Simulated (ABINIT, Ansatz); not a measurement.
# CaTlCl3 (Pm-3m): zone-centre phonons, part 2 of 2

Aim: the zone-centre modes of CaTlCl3 (Pm-3m).

ABINIT 10.8.3; DFT LDA, scalar-relativistic, plane waves, PseudoDojo norm-conserving pseudopotentials.

So far. Step 5 (Zone-centre response): The acoustic modes at Γ come out as far as 1.2 cm⁻¹ from zero, where they should vanish, a small numerical error; the Born charges miss their sum rule by 0.0087 e, which is good. The lowest optical mode is imaginary, 53i cm⁻¹, an instability at this level and on this k mesh. The relaxed cell has a = 5.177 Å (conventional setting).

The structure was built from a prototype and need not be the compound's stable phase.

**6. Modes with the sum rule**

anaddb reads the merged derivatives, imposes the acoustic sum rule and charge neutrality, and adds the LO-TO term along chosen directions.

File anaddb.abi:

```
ddb_filepath "gamma_DDB"
output_file "anaddb.abo"
outdata_prefix "anaddb"
asr 1
chneut 1
enunit 2
eivec 1
nph1l 1
qph1l 0.0 0.0 0.0 1.0
dieflag 2
nph2l 3
qph2l 
    1.0 0.0 0.0 0.0
    0.0 0.0 1.0 0.0
    1.0 1.0 1.0 0.0
```

File mrgddb.in:

```
gamma_DDB
merged
2
dfpt_gammao_DS2_DDB
gso_DDB
```

The run is started by

```sh
mrgddb < mrgddb.in > mrgddb.log
OMP_NUM_THREADS=1 anaddb anaddb.abi > anaddb.log
```

anaddb.abo, the main output file:

```text
[banners, grids, parts of the stress and lines that vanish by symmetry left out]
-outvars_anaddb: echo values of input variables ----------------------

 Flags :
[...]
Dielectric Tensor and Effective Charges
[...]
Effective charge tensors after
[...]
Phonon wavevector (reduced coordinates) :  0.00000  0.00000  0.00000
 Phonon energies in Hartree :
[...]
Phonon energies in meV     :
- -6.530866E+00 -6.530866E+00 -6.530866E+00 -2.973325E+00 -2.973325E+00
- -2.973325E+00  0.000000E+00  0.000000E+00  0.000000E+00  1.039447E+01
-  1.039447E+01  1.039447E+01  4.085506E+01  4.085506E+01  4.085506E+01
 Phonon frequencies in cm-1    :
- -5.267499E+01 -5.267499E+01 -5.267499E+01 -2.398148E+01 -2.398148E+01
- -2.398148E+01  0.000000E+00  0.000000E+00  0.000000E+00  8.383709E+01
-  8.383709E+01  8.383709E+01  3.295183E+02  3.295183E+02  3.295183E+02
 Phonon frequencies in Thz     :
- -1.579156E+00 -1.579156E+00 -1.579156E+00 -7.189467E-01 -7.189467E-01
- -7.189467E-01  0.000000E+00  0.000000E+00  0.000000E+00  2.513373E+00
-  2.513373E+00  2.513373E+00  9.878710E+00  9.878710E+00  9.878710E+00
 Phonon energies in Kelvin  :
- -7.578756E+01 -7.578756E+01 -7.578756E+01 -3.450400E+01 -3.450400E+01
- -3.450400E+01  0.000000E+00  0.000000E+00  0.000000E+00  1.206229E+02
-  1.206229E+02  1.206229E+02  4.741033E+02  4.741033E+02  4.741033E+02
[...]
-  1  0.00000000E+00  0.00000000E+00  9.94976501E-04
-     0.00000000E+00  0.00000000E+00  0.00000000E+00
-  2  0.00000000E+00  0.00000000E+00 -6.68004173E-04
-     0.00000000E+00  0.00000000E+00  0.00000000E+00
-  3  0.00000000E+00  0.00000000E+00 -8.46881247E-04
-     0.00000000E+00  0.00000000E+00  0.00000000E+00
-  4  0.00000000E+00  0.00000000E+00 -2.06697068E-03
-     0.00000000E+00  0.00000000E+00  0.00000000E+00
-  5  0.00000000E+00  0.00000000E+00 -2.06697068E-03
-     0.00000000E+00  0.00000000E+00  0.00000000E+00
[...]
-  1  0.00000000E+00  9.94976501E-04  0.00000000E+00
-     0.00000000E+00  0.00000000E+00  0.00000000E+00
-  2  0.00000000E+00 -6.68004172E-04  0.00000000E+00
-     0.00000000E+00  0.00000000E+00  0.00000000E+00
-  3  0.00000000E+00 -2.06697068E-03  0.00000000E+00
-     0.00000000E+00  0.00000000E+00  0.00000000E+00
-  4  0.00000000E+00 -8.46881246E-04  0.00000000E+00
-     0.00000000E+00  0.00000000E+00  0.00000000E+00
-  5  0.00000000E+00 -2.06697068E-03  0.00000000E+00
-     0.00000000E+00  0.00000000E+00  0.00000000E+00
[...]
-  1  9.94976501E-04  0.00000000E+00  0.00000000E+00
-     0.00000000E+00  0.00000000E+00  0.00000000E+00
-  2 -6.68004173E-04  0.00000000E+00  0.00000000E+00
-     0.00000000E+00  0.00000000E+00  0.00000000E+00
-  3 -2.06697068E-03  0.00000000E+00  0.00000000E+00
-     0.00000000E+00  0.00000000E+00  0.00000000E+00
-  4 -2.06697068E-03  0.00000000E+00  0.00000000E+00
-     0.00000000E+00  0.00000000E+00  0.00000000E+00
[...]
Phonon at Gamma, with non-analyticity in the
[...]
Phonon energies in Hartree :
[...]
Phonon energies in meV     :
- -6.530866E+00 -6.530866E+00 -2.973325E+00 -2.973325E+00 -2.973325E+00
-  0.000000E+00  0.000000E+00  0.000000E+00  4.475369E+00  1.039447E+01
[...]
Phonon frequencies in cm-1    :
[...]
Phonon frequencies in Thz     :
[...]
Phonon energies in Kelvin  :
[...]
-  0.000000E+00  0.000000E+00  0.000000E+00  5.193450E+01  1.206229E+02
-  1.206229E+02  1.618064E+02  4.741033E+02  4.741033E+02  5.234008E+02
[...]
-  5  0.00000000E+00  0.00000000E+00  2.78150787E-03
-     0.00000000E+00  0.00000000E+00  0.00000000E+00
[...]
-  1  0.00000000E+00  0.00000000E+00  0.00000000E+00
-     0.00000000E+00  0.00000000E+00  0.00000000E+00
-  2  0.00000000E+00  0.00000000E+00  0.00000000E+00
-     0.00000000E+00  0.00000000E+00  0.00000000E+00
-  3  0.00000000E+00 -2.78150787E-03  0.00000000E+00
-     0.00000000E+00  0.00000000E+00  0.00000000E+00
-  4  0.00000000E+00  0.00000000E+00  0.00000000E+00
-     0.00000000E+00  0.00000000E+00  0.00000000E+00
-  5  0.00000000E+00  2.78150787E-03  0.00000000E+00
-     0.00000000E+00  0.00000000E+00  0.00000000E+00
[...]
Phonon at Gamma, with non-analyticity in the
[...]
Phonon energies in Hartree :
[...]
Phonon energies in meV     :
- -6.530866E+00 -6.530866E+00 -2.973325E+00 -2.973325E+00 -2.973325E+00
-  0.000000E+00  0.000000E+00  0.000000E+00  4.475369E+00  1.039447E+01
-  1.039447E+01  1.394340E+01  4.085506E+01  4.085506E+01  4.510319E+01
 Phonon frequencies in cm-1    :
- -5.267499E+01 -5.267499E+01 -2.398148E+01 -2.398148E+01 -2.398148E+01
[...]
Phonon frequencies in Thz     :
[...]
Phonon energies in Kelvin  :
[...]
Phonon at Gamma, with non-analyticity in the
[...]
Phonon energies in Hartree :
[...]
Phonon energies in meV     :
[...]
Phonon frequencies in cm-1    :
[...]
Phonon frequencies in Thz     :
[...]
Phonon energies in Kelvin  :
[...]
-  0.000000E+00  0.000000E+00  0.000000E+00  5.193450E+01  1.206229E+02
-  1.206229E+02  1.618064E+02  4.741033E+02  4.741033E+02  5.234008E+02
[...]
-  4  1.63893218E-04  1.55075935E-03 -6.05866565E-05
-     0.00000000E+00  0.00000000E+00  0.00000000E+00
-  5 -2.46024006E-03 -1.03306561E-04 -6.05866565E-05
-     0.00000000E+00  0.00000000E+00  0.00000000E+00
[...]
;  5 -1.70205000E-03 -7.26432267E-05 -7.26432267E-05
;     0.00000000E+00  0.00000000E+00  0.00000000E+00
-
```

Elapsed: 0.67 s, on 1 thread of Intel Xeon Platinum 8488C (Sapphire Rapids), shared host.

Numbers from this step:

- highest mode moved by the LO-TO term: 363.8 cm⁻¹

No LO-TO term; unit eigenvectors of the mass-weighted matrix, from anaddb's displacements. The modes at Γ (shares of kinetic energy by element, %) (negative means imaginary):

```csv
mode,frequency (cm⁻¹),symmetry,Tl %,Ca %,Cl %
1,-52.7,T1u,37,3,60
2,-52.7,T1u,37,3,60
3,-52.7,T1u,37,3,60
4,-24.0,T2u,0,0,100
5,-24.0,T2u,0,0,100
6,-24.0,T2u,0,0,100
7,0.0,acoustic,58,11,30
8,0.0,acoustic,58,11,30
9,0.0,acoustic,58,11,30
10,83.8,T1u,5,46,49
11,83.8,T1u,5,46,49
12,83.8,T1u,5,46,49
13,329.5,T1u,0,39,61
14,329.5,T1u,0,39,61
15,329.5,T1u,0,39,61
```

Displacements in mode 2 (-52.7 cm⁻¹), the largest set to 1:
```
Tl1  0.00  0.48  0.00
Ca2  0.00 -0.32  0.00
Cl3  0.00 -1.00  0.00
Cl4  0.00 -0.41  0.00
Cl5  0.00 -1.00  0.00
```

Displacements in mode 5 (-24.0 cm⁻¹), the largest set to 1:
```
Tl1  0.00  0.00  0.00
Ca2  0.00  0.00  0.00
Cl3  0.00  1.00  0.00
Cl4  0.00  0.00  0.00
Cl5  0.00 -1.00  0.00
```

With imaginary modes the relaxed-ion tensors have no meaning and are not tabulated.

The rule moves no optical mode by more than 0.1 cm⁻¹.

**7. The same in Ansatz**

The same cell goes through another code at the same cutoff. The files are of one family, but Ansatz's library holds files of its own making for some heavy elements, so those for Tl may differ. Its k mesh is centred on Γ.

This step: DFT LDA, scalar-relativistic, plane waves, norm-conserving pseudopotentials of its library (PseudoDojo's, some remade) (Ansatz 0.2.0).

File input.yaml:

```yaml
crystal:
  lattice:
    - [5.1772505015, 0.0, 0.0]
    - [0.0, 5.1772505015, 0.0]
    - [0.0, 0.0, 5.1772505015]
  atoms:
    - { symbol: Tl, position: [0.0, 0.0, 0.0] }
    - { symbol: Ca, position: [0.5, 0.5, 0.5] }
    - { symbol: Cl, position: [0.5, 0.5, 0.0] }
    - { symbol: Cl, position: [0.5, 0.0, 0.5] }
    - { symbol: Cl, position: [0.0, 0.5, 0.5] }
kpoints:
  mp_grid: { grid: [4, 4, 4] }
hamiltonian:
  xc: lda
  pseudopotentials: { kind: nc, accuracy: standard }
scf:
  occupations: { method: fixed }
output:
  eigenvalues: true
basis:
  ecutwfc: 816.342
phonons:
  method: dfpt
  dielectric: true
  rigid_motions: translations
```

The run is started by

```sh
ansatz run input.yaml --threads 4 --pin off --max-ram 8192MiB --backend cpu --events-out ev --progress --plain --runs-dir out
```

Output:

```text
Warning: basis.ecutwfc = 816.342 eV is below the records' recommended 979.609905 eV, and the density's cutoff is lower with it unless basis.ecutrho_ratio is high enough to keep the records' density cutoff: compare with a run at a higher cutoff
Engine: ansatz 0.2.0, x86_64-unknown-linux-gnu
Pseudopotentials: kind: nc
Pseudopotential: Tl, nc, valence charge 13, recommended cutoff 843.552974 eV (normal), Tl.nc.azcp (PseudoDojo's, or run here from an input of PseudoDojo's; its table is named by hamiltonian.pseudopotentials.accuracy)
Pseudopotential: Ca, nc, valence charge 10, recommended cutoff 979.609905 eV (normal), Ca.nc.azcp (PseudoDojo's, or run here from an input of PseudoDojo's; its table is named by hamiltonian.pseudopotentials.accuracy)
Pseudopotential: Cl, nc, valence charge 7, recommended cutoff 761.918815 eV (normal), Cl.nc.azcp (PseudoDojo's, or run here from an input of PseudoDojo's; its table is named by hamiltonian.pseudopotentials.accuracy)
Functional definition: SPW92
  exchange = slater_x
  correlation = pw_c
Crystal: 5 atoms, lattice volume = 138.771 Å³
Basis set: ecut = 816.342 eV, 7249 PW (Γ), exchange–correlation on 100×100×100 points (8 copies of the dense FFT grid, shifted against one another)
Bands: 27, of which v1, the nominal top of the filled ones, is band 22 counted from 1 (21 counted from 0)
Symmetry: 48 space group operations
k-points: 30 of 64 (irreducible under 2 space group operations, time reversal used)
Non-local potential: Tl, projectors of the file, l = 0: 2, l = 1: 2, l = 2: 2
Non-local potential: Ca, projectors of the file, l = 0: 2, l = 1: 2, l = 2: 2
Non-local potential: Cl, projectors of the file, l = 0: 2, l = 1: 2, l = 2: 2
Initial density: superposition of atomic densities (chi_scale 0.1, normalization cell, long waves kept (reshape's long-wave potential 0.01 eV rms))
Initial wavefunctions: pseudopotential atomic-orbital guess
Functional: x = slater, c = lda
SCF iter   1: F=—  HF=-4053.922455 eV  |F-HF|=—  |Δ(HF+E_count)|=         —  Δρ=5.73e-2  dr2=7.89e0  ethr=3.10e-3  ⟨swp⟩=9.6  Hψ=5598  notcnv=0  defer=91
preconditioner: auto → Resta (q_TF=auto, 2.253 Å⁻¹)  ε∞=4.3  [insulator: Δε(μ)=2.548 eV  Ē_g=10.379 eV  n_scr=26 (ndim 8)  ℏωp=18.9 eV  f_vac=0.000  ε∞_Penn≈4.3]
SCF iter   2: F=—  HF=-4051.405487 eV  |F-HF|=—  |Δ(HF+E_count)|=    2.52e0  Δρ=1.66e-2  dr2=8.17e-1  ethr=3.10e-3  ⟨swp⟩=6.2  Hψ=3055  notcnv=0  defer=77
SCF iter   3: F=—  HF=-4051.079752 eV  |F-HF|=—  |Δ(HF+E_count)|=   3.26e-1  Δρ=6.49e-3  dr2=1.01e-1  ethr=1.86e-3  ⟨swp⟩=4.4  Hψ=2018  notcnv=0  defer=80
SCF iter   4: F=—  HF=-4051.037999 eV  |F-HF|=—  |Δ(HF+E_count)|=   4.18e-2  Δρ=1.14e-3  dr2=2.72e-3  ethr=2.30e-4  ⟨swp⟩=4.6  Hψ=1780  notcnv=0  defer=85
SCF iter   5: F=—  HF=-4051.038132 eV  |F-HF|=—  |Δ(HF+E_count)|=   1.34e-4  Δρ=4.07e-4  dr2=2.53e-4  ethr=6.19e-6  ⟨swp⟩=4.3  Hψ=1793  notcnv=0  defer=84
SCF iter   6: F=—  HF=-4051.038168 eV  |F-HF|=—  |Δ(HF+E_count)|=   3.54e-5  Δρ=8.26e-5  dr2=9.93e-6  ethr=5.75e-7  ⟨swp⟩=2.1  Hψ=1381  notcnv=0  defer=81
SCF iter   7: F=—  HF=-4051.038168 eV  |F-HF|=—  |Δ(HF+E_count)|=   1.55e-7  Δρ=2.34e-5  dr2=1.02e-6  ethr=2.26e-8  ⟨swp⟩=2.1  Hψ=1426  notcnv=0  defer=78
SCF iter   8: F=—  HF=-4051.037793 eV  |F-HF|=—  |Δ(HF+E_count)|=   3.75e-4  Δρ=4.77e-6  dr2=5.87e-8  ethr=2.33e-9  ⟨swp⟩=2.2  Hψ=1222  notcnv=0  defer=73
SCF iter   9: F=—  HF=-4051.037793 eV  |F-HF|=—  |Δ(HF+E_count)|=   2.20e-9  Δρ=7.84e-7  dr2=6.94e-10  ethr=1.33e-10  ⟨swp⟩=2.9  Hψ=1464  notcnv=0  defer=73
SCF iter  10: F=-4051.037793 eV  HF=-4051.037793 eV  |F-HF|=5.00e-12  |Δ(HF+E_count)|=  1.00e-10  Δρ=1.06e-7  dr2=2.20e-11  ethr=1.00e-12  ⟨swp⟩=22.5  Hψ=8739  notcnv=0
SCF 1 converged in 10 iterations: F = -4051.037793 eV  dr2 = 2.20e-11
DFPT response loops at Γ: preconditioner auto → none (the input reference at scf.mixing.eps_inf says where Resta's filter doesn't serve); β = 0.50; Broyden in place of MSR1
── the response to a field inside a basis, on 4×4×4 k-points: an SCF that follows is theirs, and a resumed run solves both again ──
Bands: 23, of which v1, the nominal top of the filled ones, is band 22 counted from 1 (21 counted from 0)
k-points: 4 of 64
Initial density: handed on by an earlier stage of this run
Initial wavefunctions: pseudopotential atomic-orbital guess (no wavefunctions were taken with the density)
Eigensolver: Dense (4 Hₖ)
SCF iter   1: F=—  HF=-4051.016336 eV  |F-HF|=—  |Δ(HF+E_count)|=         —  Δρ=2.19e-4  dr2=9.93e-6  ethr=1.00e-1
preconditioner: auto → Resta (q_TF=auto, 2.253 Å⁻¹)  ε∞=4.0  [insulator: Δε(μ)=4.273 eV  Ē_g=11.775 eV  n_scr=26 (ndim 8)  ℏωp=20.4 eV  f_vac=0.020  ε∞_Penn≈4.0]
SCF iter   2: F=—  HF=-4051.016338 eV  |F-HF|=—  |Δ(HF+E_count)|=   2.25e-6  Δρ=1.09e-4  dr2=2.28e-6  ethr=2.26e-8
SCF iter   3: F=-4051.016339 eV  HF=-4051.016339 eV  |F-HF|=6.61e-9  |Δ(HF+E_count)|=   1.19e-6  Δρ=8.30e-6  dr2=2.86e-8  ethr=5.18e-9
SCF 1 converged in 3 iterations: F = -4051.016339 eV  dr2 = 2.86e-8
DFPT response loops at Γ: mixed as the last ones told, above
SCF converged after 10 iterations
Free energy (F): -4051.037793 eV
Harris-Foulkes:  -4051.037793 eV  (|F-HF|=5.00e-12)
Internal energy: -4051.037793 eV  (E = F + TS)
E sigma→0 (E₀):  -4051.037793 eV
Fermi energy:    2.799034 eV
--- Per-component energies (eV) ---
  E_band       = -258.579979
  E_kinetic    = 1673.041020
  E_local      = -2800.173648  (includes V_loc(G=0)·N_el)
  E_nonlocal   = -17.052539
  E_hartree    = 839.743289
  E_xc         = -1078.703566
  E_vxc        = -793.881390  (∫ρ·V_xc dr)
  E_ewald      = -2667.892348
  E_smearing   = -0.000000  (= −TS)
  E_closure    = -0.000000  (closes the sum)
  Σ components = -4051.037793   (vs F -4051.037793, Δ=0.00e0)
--- Band table (eV; the first three rows and the last of 30) ---
  k-point 0: bands = [... 18 lower, 2.1422, 2.4453, 2.4453, 2.4453, 8.2773, 8.2773, 8.2773, 8.8661, ... 1 higher]
  k-point 1: bands = [... 18 lower, 2.0714, 2.2781, 2.3935, 2.3935, 7.4714, 8.2950, 8.2950, 8.3251, ... 1 higher]
  k-point 2: bands = [... 18 lower, 2.0037, 2.4033, 2.4033, 2.4955, 6.5625, 8.0792, 8.0792, 8.3754, ... 1 higher]
  k-point 29: bands = [... 18 lower, 1.1805, 2.7953, 2.7953, 2.7953, 8.5526, 8.5526, 8.5526, 10.6933, ... 1 higher]
--- Phonons (Γ-DFPT): 4 representative perturbations + reference, on 30 of 64 k-points (Σ response iterations 14) ---
  k mesh reduced under 2 symmetry operations, with k and −k counted as one. Each operation leaves every solved perturbation unchanged. A smaller set is not considered because the run solves the response to a homogeneous field
  ASR residual: 1.316e-4 → 0.000e0 eV/Å²; symmetrization residual: 1.428e-5 eV/Å²
  ASR residual per site (eV/Å²): 9.22e-6 1.32e-4 1.28e-4 1.28e-4 1.28e-4
  Γ frequencies (cm⁻¹): -52.81 -52.81 -52.81 -24.91 -24.91 -24.91 0.00 0.00 0.00 83.31 83.31 83.31 329.44 329.44 329.44
  ε∞ (high-frequency dielectric tensor):
        3.624943    -0.000000     0.000000
       -0.000000     3.624943     0.000000
        0.000000     0.000000     3.624943
  softest optical mode at Γ: -52.81 cm⁻¹; the repairs (sum rule, projections) moved no ω² at Γ by more than (1.62 cm⁻¹)²
  Born effective charges Z* (e; rows j = field, columns β = displacement):
    site 0:
         1.81697    0.00000    0.00000
        -0.00000    1.81697   -0.00000
        -0.00000   -0.00000    1.81697
    site 1:
         2.41839    0.00000   -0.00000
         0.00000    2.41839   -0.00000
        -0.00000   -0.00000    2.41839
    site 2:
        -1.15730    0.00000    0.00000
        -0.00000   -1.15730    0.00000
         0.00000    0.00000   -1.92075
    site 3:
        -1.15730    0.00000   -0.00000
         0.00000   -1.92075   -0.00000
        -0.00000   -0.00000   -1.15730
    site 4:
        -1.92075   -0.00000   -0.00000
        -0.00000   -1.15730   -0.00000
        -0.00000   -0.00000   -1.15730
  Z* charge neutrality: 8.216e-3 e pre-enforcement
  solved inside a basis spanned on kpoints, on 4×4×4 k-points, its susceptibility summed on 8×8×8: ε∞ is read to err by 1.1e-2, Z* by 1.8e-2 e (field_mesh: kpoints solves on kpoints); Z* is corrected for what the basis lacks
  optical modes at Γ without the LO–TO term, one row a degenerate level:
      ω (cm⁻¹)  modes    IR ((D/Å)²/amu)
        -52.81      3             5.5332
        -24.91      3             0.0000
         83.31      3             2.8429
        329.44      3            15.2748
  optical modes at Γ + LO–TO along q̂ = [1.0000, 0.0000, 0.0000]:
      ω (cm⁻¹)  modes    IR ((D/Å)²/amu)
        -52.81      2             3.6888
        -24.91      3             0.0000
         36.02      1             0.3956
         83.31      2             1.8953
        112.06      1             1.4477
        329.44      2            10.1832
        363.67      1             6.0404
  optical modes at Γ + LO–TO along q̂ = [0.0000, 1.0000, 0.0000]:
      ω (cm⁻¹)  modes    IR ((D/Å)²/amu)
        -52.81      2             3.6888
        -24.91      3             0.0000
         36.02      1             0.3956
         83.31      2             1.8953
        112.06      1             1.4477
        329.44      2            10.1832
        363.67      1             6.0404
  optical modes at Γ + LO–TO along q̂ = [0.0000, 0.0000, 1.0000]:
      ω (cm⁻¹)  modes    IR ((D/Å)²/amu)
        -52.81      2             3.6888
        -24.91      3             0.0000
         36.02      1             0.3956
         83.31      2             1.8953
        112.06      1             1.4477
        329.44      2            10.1832
        363.67      1             6.0404
```

Elapsed: 40 s, on 4 threads; peak memory 1.7 GiB; 2.5 min of CPU time.

Numbers from this step:

```
gap on the k-mesh                                : 3.763 eV
sum-rule residual before enforcement             : 1.32e-4 eV/Å²
miss of the charge sum rule                      : 0.008216 e
estimated error of the dielectric tensor         : 0.01056
estimated error of the Born charges              : 0.01777 e
highest optical zone-centre mode (no LO-TO term) : 329.4 cm⁻¹
lowest optical zone-centre mode                  : -52.81 cm⁻¹
mean high-frequency dielectric constant          : 3.625
largest Born charge in size (third of the trace) : 2.418 e
highest mode moved by the LO-TO term             : 363.7 cm⁻¹
```

Transverse modes; imaginary modes left out. Lines of the infrared spectrum (strongest = 100):

```csv
position (cm⁻¹),label,"IR intensity ((D/Å)²/amu), degenerate modes summed, relative"
83,T1u,19
329,T1u,100
```

**8. The two compared: ABINIT PseudoDojo and Ansatz, library NC**

Numbers from this step:

```yaml
root_mean_square_difference: 0.54 cm⁻¹
largest_difference: 0.93 cm⁻¹
```

The 12 of 12 modes that differ most. Frequencies side by side:

```csv
q (reciprocal lattice),mode,ABINIT PseudoDojo (cm⁻¹),"Ansatz, library NC (cm⁻¹)"
0 0 0,1,-52.67,-52.81
0 0 0,2,-52.67,-52.81
0 0 0,3,-52.67,-52.81
0 0 0,4,-23.98,-24.91
0 0 0,5,-23.98,-24.91
0 0 0,6,-23.98,-24.91
0 0 0,10,83.84,83.31
0 0 0,11,83.84,83.31
0 0 0,12,83.84,83.31
0 0 0,13,329.5,329.4
0 0 0,14,329.5,329.4
0 0 0,15,329.5,329.4
```

The two runs side by side. Further quantities:

```csv
quantity,ABINIT PseudoDojo,"Ansatz, library NC"
mean ε∞,3.623,3.625
"largest Born charge in size (e; the first before, the second after the charge sum rule)",2.421,2.418
```

At the zone centre the largest difference (acoustic modes at Γ apart) is 0.3 % of the highest mode, but 4 % of the mode at 24i cm⁻¹ on which it sits.

**9. Summary of results**

- space group after relaxation: Pm-3m
- volume per atom: 27.8 Å³
- highest optical zone-centre mode (no LO-TO term): 329.5 cm⁻¹
- lowest optical zone-centre mode: -52.7 cm⁻¹
- highest mode moved by the LO-TO term: 363.8 cm⁻¹
- mean high-frequency dielectric constant: 3.62
- largest Born charge in size (third of the trace): 2.42 e
- imaginary optical modes at the zone centre (no q mesh in this session): yes
- largest difference from Ansatz, library NC: 0.93 cm⁻¹

In words: At the LDA level the optical modes of CaTlCl3 (Pm-3m) at the zone centre (no LO-TO term) run from 53i to 330 cm⁻¹, so the structure is a saddle point, with 6 modes beyond 10i cm⁻¹ there. Along the directions run, the highest mode that the macroscopic field moves lies at 364 cm⁻¹. ABINIT PseudoDojo and Ansatz, library NC agree to 0.93 cm⁻¹ (0.3 % of the highest mode compared) on all solved modes but the acoustic ones at Γ, without the LO-TO term. These are harmonic frequencies at zero temperature: anharmonic shifts and linewidths and thermal expansion are left out. Spin-orbit coupling is left out, which can matter for the heavy elements here. Ansatz warns that the cutoff lies 17 % under the one recommended for these files; agreement at one cutoff is not convergence. The structure is a hypothetical one, built on a prototype.

[Host names and launcher messages were left out of these logs when they were recorded.]

[Logs are printed without paths, hosts, clocks, repeated set-up lines and the standing remarks that a program may print on its own settings, such as how far it seeks lower states.]

[Hosts, paths, dates, database ids (printed as entryN), source tags and the programs' standing remarks are cut or masked in the printed files.]
